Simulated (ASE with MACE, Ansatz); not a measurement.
**A faulty run on liquid Li at 493 K (102 atoms)**

Program: Ansatz 0.2.0. The cell: 102 Li.

Contents of input.yaml:

```yaml
crystal:
  lattice:
    - [13.19465, 0.0, 0.0]
    - [0.0, 13.19465, 0.0]
    - [0.0, 0.0, 13.19465]
  atoms:
    - { symbol: Li, position: [0.08787, 0.19809, 0.30813] }
    - { symbol: Li, position: [0.74957, 0.87435, 0.46308] }
    - { symbol: Li, position: [0.24933, 0.25371, 0.63679] }
    - { symbol: Li, position: [0.16064, 0.80299, 0.38878] }
    - { symbol: Li, position: [0.19323, 0.30032, 0.05959] }
    - { symbol: Li, position: [0.70227, 0.81119, 0.25436] }
    - { symbol: Li, position: [0.93068, 0.45317, 0.45466] }
    - { symbol: Li, position: [0.0503, 0.88344, 0.97031] }
    - { symbol: Li, position: [0.0083, 0.60067, 0.31219] }
    - { symbol: Li, position: [0.75081, 0.60307, 0.09478] }
    - { symbol: Li, position: [0.18663, 0.69507, 0.20464] }
    - { symbol: Li, position: [0.3368, 0.69011, 0.66913] }
    - { symbol: Li, position: [0.56694, 0.3748, 0.60501] }
    - { symbol: Li, position: [0.01868, 0.36189, 0.67486] }
    - { symbol: Li, position: [0.0052, 0.14444, 0.53206] }
    - { symbol: Li, position: [0.74624, 0.45376, 0.68427] }
    - { symbol: Li, position: [0.15252, 0.588, 0.73372] }
    - { symbol: Li, position: [0.80826, 0.41781, 0.97595] }
    [... 78 atom lines left out ...]
    - { symbol: Li, position: [0.12425, 0.73735, 0.60295] }
    - { symbol: Li, position: [0.83582, 0.04814, 0.49134] }
    - { symbol: Li, position: [0.80202, 0.83469, 0.68273] }
    - { symbol: Li, position: [0.01272, 0.01076, 0.32194] }
    - { symbol: Li, position: [0.83946, 0.09685, 0.70762] }
    - { symbol: Li, position: [0.42424, 0.35828, 0.84954] }
kpoints:
  mp_grid: { grid: [2, 2, 2] }
hamiltonian:
  xc: pbe
scf:
  occupations: { method: methfessel_paxton, width: 0.15 }
  max_iter: 75
output:
  forces: true
```

Command:

```
$ ansatz run input.yaml --threads 8 --pin off --max-ram 31232MiB --backend cpu --events-out ev --progress --plain --runs-dir out
```

Output:

```text
Error: atoms 25 (Li) and 85 (Li) coincide: fractional positions [0.57139, 0.42332, 0.0795] and [0.57139, 0.42332, 0.0795] are 0.00e0 Å apart, within the symmetry tolerance 1e-5 (fractional) on every axis — remove the duplicate or separate the sites (indices count the expanded atom list at the failing check: [...]
```

Elapsed: 0.03 s, on 8 threads of Arm Neoverse V1, shared host; peak memory 0.033 GiB; 0.03 s of CPU time.

What is at fault here, and what would mend it?

Atoms that overlap: crystal.atoms[25].position = [0.57139, 0.42332, 0.0795].

The fix is to restore the position.

The program refused it before any cycle.

[Logs are printed without paths, hosts, clocks, repeated set-up lines and the standing remarks that a program may print on its own settings, such as how far it seeks lower states.]

[Hosts, paths, dates, database ids (printed as entryN), source tags and the programs' standing remarks are cut or masked in the printed files.]
